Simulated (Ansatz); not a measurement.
# Fitting and testing ρ(T) of Tm (P6_3/mmc)

Can the computed ρ(T) of Tm (P6_3/mmc) be held by the Bloch–Grüneisen form, and does the fit predict a row it has not seen?

The resistivities were computed with Ansatz 0.2.0 (DFT PBE, scalar-relativistic, plane waves, norm-conserving pseudopotentials, 4f of the trivalent lanthanide in the core) from the linearised Boltzmann equation with harmonic phonons, on q 3×3×3, k 18×18×9, scattering 24×24×16; the fit below is done by hand on them.

The experiments to compare with:

For Tm (bulk crystal), “CRC Handbook of Chemistry and Physics, 84th edition, Electrical Resistivity of Pure Metals” (2003, CRC Press, section 12, read from Wikipedia's data page) quotes earlier work: resistivity at 295 K 67.6 μΩ cm.

**1. What is given**

It takes space group P6_3/mmc (No. 194, hexagonal). Conventional cell: a = 3.547 Å, b = 3.547 Å, c = 5.501 Å, α = 90.00°, β = 90.00°, γ = 120.00°. Tm on site c is surrounded by 12 Tm at 3.43 to 3.55 Å.

This is the relaxed cell of the run, from steps not shown here.

The mean resistivity of the three axes from 50 to 800 K, with one row held back; the colder rows stay outside the fit and test it at the end:

```tsv
T (K)	ρ (μΩ cm)
50	5.273
80	11.05
100	14.69
150	?
200	31.80
273	44.00
300	48.50
400	65.29
500	82.24
600	99.46
800	134.2
```

**2. Model and fit**

Bloch and Grüneisen's form is ρ(T) = A (T/Θ)⁵ J₅(Θ/T), with J₅(z) the integral of x⁵/((eˣ − 1)(1 − e⁻ˣ)) from 0 to z. It goes as T⁵ far below Θ and as A T/(4Θ) far above. For a trial Θ the best A is the geometric mean of ρ/[(T/Θ)⁵ J₅] over the rows, and the scatter of that ratio measures the fit:

```tsv
Θ (K)	A (μΩ cm)	scatter (%)
88	55.18	8.5
118	75.75	4.7
134	87.32	2.4
148	97.83	0.8
162	108.8	2.6
184	126.8	6.7
222	161.1	14.6
```

The scatter is least at Θ = 148 K, with A = 97.83 μΩ cm (0.8 % r.m.s.).

```tsv
T (K)	computed	fit
50	5.273	5.270
80	11.05	11.00
100	14.69	14.67
200	31.80	32.07
273	44.00	44.39
300	48.50	48.91
400	65.29	65.60
500	82.24	82.23
600	99.46	98.82
800	134.2	132.0
```

**3. Prediction and check**

At T = 150 K, Θ/T = 0.987, J₅ = 0.2246 and (T/Θ)⁵ = 1.069, so the fit gives 23.50 μΩ cm. The computed value is 23.37 μΩ cm: the fit is off by +0.54 %. Outside its range, at 20 K, it gives 0.415 against 0.371 μΩ cm computed, 1.12 times that; at that temperature the run's own test moves by 2 % between meshes in the component that moves most. Among the rows used, the largest miss is -1.6 %, at 800 K.

**4. What the two numbers mean**

Θ = 148 K is 1.46 times ħω_log/k_B (101 K) and 0.85 of the highest phonon frequency (173 K). The high-temperature slope of the fit, A/(4Θ), is 0.165 μΩ cm/K. The same slope from the run's transport coupling and plasma energy, 2π k_B λ_tr/(ħ ε₀ ω_p²) with λ_tr = 0.649, 0.649, 0.640 (xx, yy, zz) and ħω_p = 3.56, 3.56, 5.22 (xx, yy, zz) eV, is 0.169 μΩ cm/K in the mean of the axes, +2.1 % from it. For comparison, the computed rows rise by 0.174 μΩ cm/K between the two hottest.

**5. Results**

```yaml
theta: 148 K
a: 97.83 μΩ cm
scatter_of_the_fit: 0.8 %
held_back_row_at_150_k_fit_against_computed: 23.50 against 23.37 μΩ cm
```

**Reading.** Two numbers, Θ = 148 K and A = 97.8 μΩ cm, hold the computed ρ(T) from 50 to 800 K within 0.76 % r.m.s. and predict the held-back row within 0.54 %. By the run's own test the resistivity at 300 K moves by 6 % between its two finest scattering meshes, in the component that moves most. The mean hides an anisotropy: at 300 K the components are 59.2, 59.2, 27.1 (xx, yy, zz) μΩ cm. The 4f electrons are frozen in the core, and scattering by their moments is left out. Spin–orbit coupling is left out. The fit describes the calculation: impurities, thermal expansion, changes of phase and anharmonicity are in neither.

Computed beside measured:

| quantity | measured | q 3×3×3, fine 24×24×16 |
| --- | --- | --- |
| resistivity at 295 K (computed: phonon part alone; the measured value holds the sample's residual resistivity and scattering by disordered moments) (μΩ cm) | 67.6 | 47.67 (-29.5 %) |

Measured values from CRC Press, section 12, read from Wikipedia's data page (2003).

**Verdict.** The resistivity at 295 K is off by -29.5 %. The magnetic state of these runs (no moments) need not be that of the sample, so the match is not graded.

[Logs are printed without paths, hosts, clocks, repeated set-up lines and the standing remarks that a program may print on its own settings, such as how far it seeks lower states.]

[Hosts, paths, dates, database ids (printed as entryN), source tags and the programs' standing remarks are cut or masked in the printed files.]
